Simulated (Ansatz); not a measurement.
# (CdS)2(CdSe)1 [001] superlattice, started as zinc blende: from the cell to its phonons

How does (CdS)2(CdSe)1 [001] superlattice, started as zinc blende vibrate, and is this structure a minimum?

Main program and level: Ansatz 0.2.0; DFT PBEsol, scalar-relativistic, plane waves, PAW.

The structure was built from a prototype and need not be the compound's stable phase.

**1. The starting structure**

Symmetry: I-4m2, No. 119, tetragonal system. Conventional cell: a = 4.170 Å, b = 4.170 Å, c = 17.690 Å, α = 90.00°, β = 90.00°, γ = 90.00°. Nearest to Cd lie 2 S at 2.55 Å and 2 Se at 2.55 Å. Nearest to Cd lie 4 S at 2.55 Å. Nearest to S lie 4 Cd at 2.55 Å. Se has 4 Cd at 2.55 Å nearest. Farther neighbours and most contacts between anions are not listed.

**2. Rough relaxation**

A rough relaxation comes first, because large forces or stress need no tight tolerances yet.

The input, input.yaml:

```yaml
crystal:
  lattice:
    - [2.94833, 2.94833, 0.0]
    - [-2.94833, 2.94833, 0.0]
    - [2.94833, 0.0, 8.845]
  atoms:
    - { symbol: Cd, position: [0.0, 0.0, 0.0] }
    - { symbol: Cd, position: [0.333333, 0.666667, 0.333333] }
    - { symbol: Cd, position: [0.666667, 0.333333, 0.666667] }
    - { symbol: S, position: [0.416667, 0.083333, 0.166667] }
    - { symbol: S, position: [0.75, 0.75, 0.5] }
    - { symbol: Se, position: [0.083333, 0.416667, 0.833333] }
kpoints:
  mp_grid: { grid: [6, 6, 6] }
hamiltonian:
  xc: pbesol
scf:
  occupations: { method: gaussian, width: 0.1 }
output:
  forces: true
  stress: true
  eigenvalues: true
relax:
  adjacent_minimum: "off"
  f_tol: 0.05
  max_steps: 80
  cell: { stress_tol: 0.5 }
```

Started as:

```console
> ansatz run input.yaml --threads 4 --pin off --max-ram 14336MiB --backend cpu --events-out ev --progress --plain --runs-dir out
```

Numbers of over 12 decimals in the logs are rounded to 6 here.

The program printed:

```text
[...]
cell:  # Å, volume = 154.9098 Å³
    - [2.958777, 2.958777, 0]
    - [-2.958777, 2.958777, 0]
    - [2.958777, 0, 8.847578]
  atoms:
    - { symbol: Cd, position: [-0.00567921, 0.00567921, 0.011358] }
    - { symbol: Cd, position: [0.333333, 0.666667, 0.333333] }
    - { symbol: Cd, position: [0.672346, 0.327654, 0.655308] }
    - { symbol: S, position: [0.413731, 0.086269, 0.172538] }
    - { symbol: S, position: [0.752936, 0.747064, 0.494129] }
    - { symbol: Se, position: [0.083333, 0.416667, 0.833333] }
[key lines of the parts left out:]
SCF converged after 4 iterations
Free energy (F): -31749.825500 eV
Fermi energy:    7.478432 eV
P = ⅓ Tr σ = -0.0546 GPa (-0.546 kbar)
```

Run time: 22 s. Hardware: 4 threads of Arm Neoverse V2, shared host; peak memory 0.59 GiB.

Step by step:

```csv
step,energy less that of the first step (eV),largest force component (eV/Å),pressure (GPa),volume (Å³)
1,0.0000,0.6776,0.59,153.77
2,-0.0647,0.1521,-0.28,155.52
3,-0.0716,0.0052,-0.05,154.91
4*,-0.0717,0.0052,-0.05,154.91
```

Relaxation steps marked * repeat the geometry before them on a plane-wave basis chosen anew for their cell, so energy and pressure can jump there.

The run keeps the 8 symmetry operations that it works with, so distortions that break them were not tested.

```csv
"conventional cell, symmetrised",before,after,change
a (Å),4.170,4.184,+0.4 %
b (Å),4.170,4.184,+0.4 %
c (Å),17.690,17.695,+0.0 %
volume (Å³/atom),25.63,25.82,+0.7 %
```

The atoms that moved most (Å, as changes of fractional coordinates times the final cell):

```csv
atom,dx,dy,dz,length
Cd3,0.000,0.000,-0.100,0.100
Cd1,0.000,0.000,0.100,0.100
S5,0.000,0.000,-0.052,0.052
S4,0.000,0.000,0.052,0.052
```

The relaxed structure:

```cif
data_structure
_symmetry_space_group_name_H-M 'P 1'
_symmetry_Int_Tables_number 1
_cell_length_a 4.1843
_cell_length_b 4.1843
_cell_length_c 9.3292
_cell_angle_alpha 102.959
_cell_angle_beta 77.041
_cell_angle_gamma 90.000
_cell_volume 154.91
loop_
_atom_site_label
_atom_site_type_symbol
_atom_site_fract_x
_atom_site_fract_y
_atom_site_fract_z
_atom_site_occupancy
Cd1 Cd 0.99432 0.00568 0.01136 1
Cd2 Cd 0.33333 0.66667 0.33333 1
Cd3 Cd 0.67235 0.32765 0.65531 1
S4 S 0.41373 0.08627 0.17254 1
S5 S 0.75294 0.74706 0.49413 1
Se6 Se 0.08333 0.41667 0.83333 1
```

Numbers from this step:

```
pressure           : -0.05462 GPa
volume per atom    : 25.82 Å³
gap on the k-mesh  : 0.7764 eV
direct gap on mesh : 0.7764 eV
```

In this step the volume went from 25.63 to 25.82 Å³/atom.

**3. Relaxation**

Harmonic phonons are second derivatives at a point where the forces vanish, and they are wanted at zero stress, so atoms and cell are relaxed first.

The input, input.yaml:

```yaml
crystal:
  lattice:
    - [2.958777486, 2.958777486, 0.0]
    - [-2.958777486, 2.958777486, 0.0]
    - [2.958777486, 0.0, 8.8475777312]
  atoms:
    - { symbol: Cd, position: [-0.0056792059, 0.0056792059, 0.0113584118] }
    - { symbol: Cd, position: [0.3333333333, 0.6666666667, 0.3333333333] }
    - { symbol: Cd, position: [0.6723458726, 0.3276541274, 0.6553082549] }
    - { symbol: S, position: [0.4137310607, 0.0862689393, 0.1725378787] }
    - { symbol: S, position: [0.752935606, 0.747064394, 0.494128788] }
    - { symbol: Se, position: [0.0833333333, 0.4166666667, 0.8333333333] }
kpoints:
  mp_grid: { grid: [6, 6, 6] }
hamiltonian:
  xc: pbesol
scf:
  occupations: { method: gaussian, width: 0.02 }
output:
  forces: true
  stress: true
  eigenvalues: true
  write_density: true
  write_potential: true
  elf: true
  volumetric_format: npy
relax:
  adjacent_minimum: "off"
  f_tol: 0.005
  max_steps: 80
  cell: { stress_tol: 0.05 }
```

The program printed:

```text
[...]
Crystal: 6 atoms, lattice volume = 154.910 Å³
Basis set: ecut = 420 eV, 3001 PW (Γ), exchange–correlation on 60×60×128 points (8 copies of the dense FFT grid, shifted against one another)
Bands: 53, of which v1, the nominal top of the filled ones, is band 44 counted from 1 (43 counted from 0)
Symmetry: 8 space group operations
[...]
k-points: 30 of 216 (time reversal used)
[...]
SCF iter   1: F=—  HF=-31749.839586 eV  |F-HF|=—  |Δ(HF+E_count)|=         —  Δρ=4.93e-3  dr2=5.00e-2  ethr=1.77e-3  ⟨swp⟩=6.3  Hψ=5639  notcnv=0  defer=2
[...]
SCF iter   8: F=-31749.825500 eV  HF=-31749.825500 eV  |F-HF|=1.62e-8  |Δ(HF+E_count)|=   2.67e-7  Δρ=2.06e-6  dr2=6.34e-9  ethr=1.14e-10  ⟨swp⟩=12.8  Hψ=10734  notcnv=0
SCF 1 converged in 8 iterations: F = -31749.825500 eV  dr2 = 6.34e-9
[...]
relax step   1: F+E_penalty+E_count = -31749.82550038 eV  Δ(F+E_penalty+E_count) = +0.000e0 eV  max|allowed force component| = 5.215e-3 eV/Å  Δτ_max = 0.0000 Å  P = -0.055 GPa  Ω = 154.910 Å³  (8 SCF iters, dr2 threshold 1.00e-7 eV, accepted)
Crystal: 6 atoms, lattice volume = 154.728 Å³
[...]
SCF iter   5: F=-31749.825560 eV  HF=-31749.825560 eV  |F-HF|=4.48e-9  |Δ(HF+E_count)|=   1.87e-9  Δρ=1.69e-6  dr2=4.37e-9  ethr=1.06e-11  ⟨swp⟩=8.0  Hψ=9051  notcnv=0
SCF 2 converged in 5 iterations: F = -31749.825560 eV  dr2 = 4.37e-9
relax step   2: F+E_penalty+E_count = -31749.82555994 eV  Δ(F+E_penalty+E_count) = -5.956e-5 eV  max|allowed force component| = 4.850e-3 eV/Å  Δτ_max = 0.0017 Å  P = +0.015 GPa  Ω = 154.728 Å³  energy of the carried Pulay correction = +2.672e-5 eV  (5 SCF iters, dr2 threshold 9.33e-9 eV, accepted)
[...]
SCF iter   1: F=—  HF=-31749.825542 eV  |F-HF|=—  |Δ(HF+E_count)|=         —  Δρ=2.72e-6  dr2=5.67e-9  ethr=1.10e-7  ⟨swp⟩=3.0  Hψ=9928  notcnv=0
eigensolver tolerance schedule: the retry pair's looser diagonalisation over-reported the residual by 17055.28 of it (diagonalisation noise at 1.53 of the residual, at the tolerance the schedule requests for it); recorded, not acted on — ethr = c·dr2/N_el stays at c = 1.0e-1
SCF iter   2: F=—  HF=-31749.825535 eV  |F-HF|=—  |Δ(HF+E_count)|=   7.73e-6  Δρ=1.39e-6  dr2=2.57e-9  ethr=6.45e-12  ⟨swp⟩=3.0  Hψ=3352  notcnv=0
[...]
SCF iter   5: F=-31749.825535 eV  HF=-31749.825535 eV  |F-HF|=3.64e-12  |Δ(HF+E_count)|=  5.82e-11  Δρ=3.60e-8  dr2=2.58e-12  ethr=1.00e-12  ⟨swp⟩=5.2  Hψ=6386  notcnv=0
SCF 3 converged in 5 iterations: F = -31749.825535 eV  dr2 = 2.58e-12
relax step   3: F+E_penalty+E_count = -31749.82553459 eV  Δ(F+E_penalty+E_count) = +2.535e-5 eV  max|allowed force component| = 4.855e-3 eV/Å  Δτ_max = 0.0000 Å  P = +0.015 GPa  Ω = 154.728 Å³  stress off target by 2.42e-2 GPa  SCF on the basis re-selected at this cell (its energy is not comparable with the rows above)  (5 SCF iters)
basis re-selected at this cell: Δ(F+E_penalty+E_count) = +2.535e-5 eV, ΔP = +0.000 GPa vs the last step (what re-selecting the basis moved, of the pressure what is left beyond the Pulay correction that the steps carried, after the strain that the cell walked since its last selection, with what the two solves' SCF thresholds leave and, on support functions, any second-order correction that the steps lacked; it is no m [...]
SCF converged after 5 iterations
Free energy (F): -31749.825535 eV
[...]
Internal energy: -31749.825535 eV  (E = F + TS)
E sigma→0 (E₀):  -31749.825535 eV
Fermi energy:    7.492270 eV
[...]
--- Forces (eV/Å), atoms counted from 1 ---
  atom   1  Cd    -0.00000000     0.00000000     0.00485481
  atom   2  Cd    -0.00000000    -0.00000000     0.00000000
  atom   3  Cd    -0.00000000    -0.00000000    -0.00485481
  atom   4  S      0.00000000    -0.00000000     0.00132971
  atom   5  S      0.00000000     0.00000000    -0.00132971
  atom   6  Se     0.00000000     0.00000000     0.00000000
  max |Σ_I F_I| component: 2.34e-17 eV/Å
--- Stress (GPa, compression-positive) ---
        0.009832       0.000000       0.000000
        0.000000       0.009832      -0.000000
       -0.000000      -0.000000       0.024223
  P = ⅓ Tr σ = 0.0146 GPa (0.146 kbar)
--- Band table (eV; the first three rows and the last of 30) ---
  k-point 0: bands = [... 40 lower, 5.7148, 7.0549, 7.1024, 7.1024, 7.8818, 10.5752, 10.7232, 11.0926, ... 5 higher]
  k-point 1: bands = [... 40 lower, 5.8751, 6.6720, 7.0354, 7.0354, 8.2919, 10.4604, 10.6428, 11.1131, ... 5 higher]
  k-point 2: bands = [... 40 lower, 6.1497, 6.1497, 6.8605, 6.8605, 8.9588, 10.2033, 10.3912, 11.0981, ... 5 higher]
  k-point 29: bands = [... 40 lower, 4.9104, 5.0210, 5.1354, 5.2017, 10.4356, 10.9399, 11.2326, 11.5302, ... 5 higher]
--- Relaxed structure (2 steps of the walk, 2 accepted, 1 SCFs on fresh bases) ---
[...]
cell:  # Å, volume = 154.7281 Å³
    - [2.957160, 2.957160, 0]
    - [-2.957160, 2.957160, 0]
    - [2.957160, 0, 8.846868]
  atoms:
    - { symbol: Cd, position: [-0.00558046, 0.00558046, 0.011161] }
    - { symbol: Cd, position: [0.333333, 0.666667, 0.333333] }
    - { symbol: Cd, position: [0.672247, 0.327753, 0.655506] }
    - { symbol: S, position: [0.413817, 0.086183, 0.172366] }
    - { symbol: S, position: [0.752850, 0.747150, 0.494301] }
    - { symbol: Se, position: [0.083333, 0.416667, 0.833333] }
```

The job ended after 18 s (4 threads; peak memory 0.6 GiB; 69 s of CPU time).

Little changed from the start: no atom moved by 0.005 Å and no cell edge by 0.1 %.

Numbers from this step:

```
pressure           : 0.01463 GPa
gap on the k-mesh  : 0.7793 eV
volume per atom    : 25.79 Å³
direct gap on mesh : 0.7793 eV
```

Electrostatic potential energy in the ac plane of the conventional cell at fractional y = 0.000, with atoms of Cd and S and Se within 0.2 Å of it. With pseudopotentials it is smooth inside the atoms' cores, unlike the true potential.

Values in eV, 24 rows by 14 columns, each cell a mean:
```
 -5  -8  -8   2   9  11  12  12  12  11   7  -3  -9  -6
  4   6   9  11  12  12  12  12  12  12  11  10   7   5
 11  11  12  12  12  12  12  12  12  12  12  12  12  11
 12  12  12  12  11  11  11  11  11  11  11  12  12  12
 12  11  11   9   7   2  -2  -3   0   4   8  10  11  12
 11  11   9   4  -8 -17 -22 -23 -20 -13  -2   7  10  11
 -2   1   5   4  -5 -14 -19 -21 -17 -10   0   6   4  -1
-23 -26 -16   2   7   6   4   3   5   7   6  -5 -23 -25
-22 -19  -7   6  10  11  12  12  12  11   9   1 -14 -21
  8   9  10  11  12  12  12  12  12  12  12  11  10   8
 12  12  12  12  12  12  12  12  12  12  12  12  12  12
 12  12  12  12  12  12  11  11  12  12  12  12  12  12
 12  12  11  10   8   5   1   1   3   6   9  11  11  12
 12  11   9   5  -6 -15 -20 -22 -18 -12  -1   8  10  11
  3   5   7   4  -7 -16 -21 -22 -19 -12  -1   6   6   3
-24 -24 -13   2   6   4   0   0   2   5   6  -3 -20 -25
-24 -23 -11   4  10  11  11  11  11  11   8  -2 -18 -24
  5   7   9  11  12  12  12  12  12  12  12  10   8   6
 12  12  12  12  12  12  12  12  12  12  12  12  12  12
 12  12  12  11  11  11  10  10  11  11  11  12  12  12
 12  11  10   9   5  -1  -5  -6  -3   2   7  10  11  11
 11  11   9   3  -9 -17 -23 -25 -20 -14  -3   7  10  11
 -1   1   4   4  -3 -12 -17 -18 -15  -8   1   5   3  -1
 -2  -6 -10  -1   7   7   6   5   7   8   5  -7  -9  -3
```
Columns run along a (4.2 Å; values clipped at the 3rd and 97th percentile), rows up along c (17.7 Å), edges of the conventional cell, whose origin can differ from the input's. Atoms in or near the plane, at fractional coordinates: Cd at (0.50, 0.09), Cd at (0.50, 0.75), Cd at (0.50, 0.41), S at (0.00, 0.67), S at (0.00, 0.33), Se at (0.00, 0.00).

Valence density in the ac plane of the conventional cell at fractional y = 0.000, with atoms of Cd and S and Se within 0.2 Å of it. It is the smooth field of the valence electrons, not physical close to the nuclei.

Values in e/Å³, 24 rows by 14 columns, each cell a mean:
```
12  5  1  0  0  0  0  0  0  0  0  1  2  9
 0  0  0  0  0  0  0  0  0  0  0  0  0  0
 0  0  0  0  0  0  0  0  0  0  0  0  0  0
 0  0  0  0  0  0  0  0  0  0  0  0  0  0
 0  0  0  0  0  0  1  1  1  0  0  0  0  0
 0  0  0  0  1  6 14 17 10  3  1  0  0  0
 1  1  0  0  1  4 10 12  7  2  1  0  0  1
 1  1  1  1  0  0  0  0  0  0  0  1  1  1
 1  1  1  0  0  0  0  0  0  0  0  1  1  1
 0  0  0  0  0  0  0  0  0  0  0  0  0  0
 0  0  0  0  0  0  0  0  0  0  0  0  0  0
 0  0  0  0  0  0  0  0  0  0  0  0  0  0
 0  0  0  0  0  0  1  1  0  0  0  0  0  0
 0  0  0  0  1  5 11 14  8  3  1  0  0  0
 0  0  0  0  1  5 12 15  9  3  1  0  0  0
 1  1  1  1  0  0  1  1  0  0  0  1  1  1
 1  1  1  0  0  0  0  0  0  0  0  1  1  1
 0  0  0  0  0  0  0  0  0  0  0  0  0  0
 0  0  0  0  0  0  0  0  0  0  0  0  0  0
 0  0  0  0  0  0  0  0  0  0  0  0  0  0
 0  0  0  0  0  1  1  2  1  0  0  0  0  0
 0  0  0  0  1  6 16 19 11  3  1  0  0  0
 1  1  0  0  1  3  7  9  5  2  1  0  0  1
21  8  2  1  0  0  0  0  0  0  0  1  4 15
```
Columns run along a (4.2 Å), rows up along c (17.7 Å), edges of the conventional cell, whose origin can differ from the input's. Atoms in or near the plane, at fractional coordinates: Cd at (0.50, 0.09), Cd at (0.50, 0.75), Cd at (0.50, 0.41), S at (0.00, 0.67), S at (0.00, 0.33), Se at (0.00, 0.00).

ELF in the ac plane of the conventional cell at fractional y = 0.000, with atoms of Cd and S and Se within 0.2 Å of it. It is the smooth field of the valence electrons, not physical close to the nuclei.

Ten even steps from '_' (0.01) to '@' (0.83), each cell a mean:
```
**##%%%%**--..__..++##%%%%**
####**==::________..--++####
......__________________....
____________________________
______....::::::::::....____
--::..::--++##%%##==::..::::
@@%%**----==**##++--::++%%@@
--**@@@@++::::::::--##@@@@==
**%%@@%%**::____..==##@@@@##
####++--..__________::==**##
..________________________..
____________________________
______....::::::::......____
::....::--++####**==::......
%%%%**----++##%%**==::==##%%
==##@@%%==::::::::--**@@@@**
++##@@%%**::____..==##@@%%**
%%##**==::________..--++##%%
....____________________....
____________________________
______..::::------::....____
--::::::--**%%@@##++--::::::
%%%%**==::==****++----++##%%
==**@@%%**--....::==##@@%%++
```
Columns run along a (4.2 Å), rows up along c (17.7 Å), edges of the conventional cell, whose origin can differ from the input's. Atoms in or near the plane, at fractional coordinates: Cd at (0.50, 0.09), Cd at (0.50, 0.75), Cd at (0.50, 0.41), S at (0.00, 0.67), S at (0.00, 0.33), Se at (0.00, 0.00).

In this step the volume went from 25.82 to 25.79 Å³/atom.

(Part 1 of 3 ends here.)

[Logs are printed without paths, hosts, clocks, repeated set-up lines and the standing remarks that a program may print on its own settings, such as how far it seeks lower states.]

[Hosts, paths, dates, database ids (printed as entryN), source tags and the programs' standing remarks are cut or masked in the printed files.]
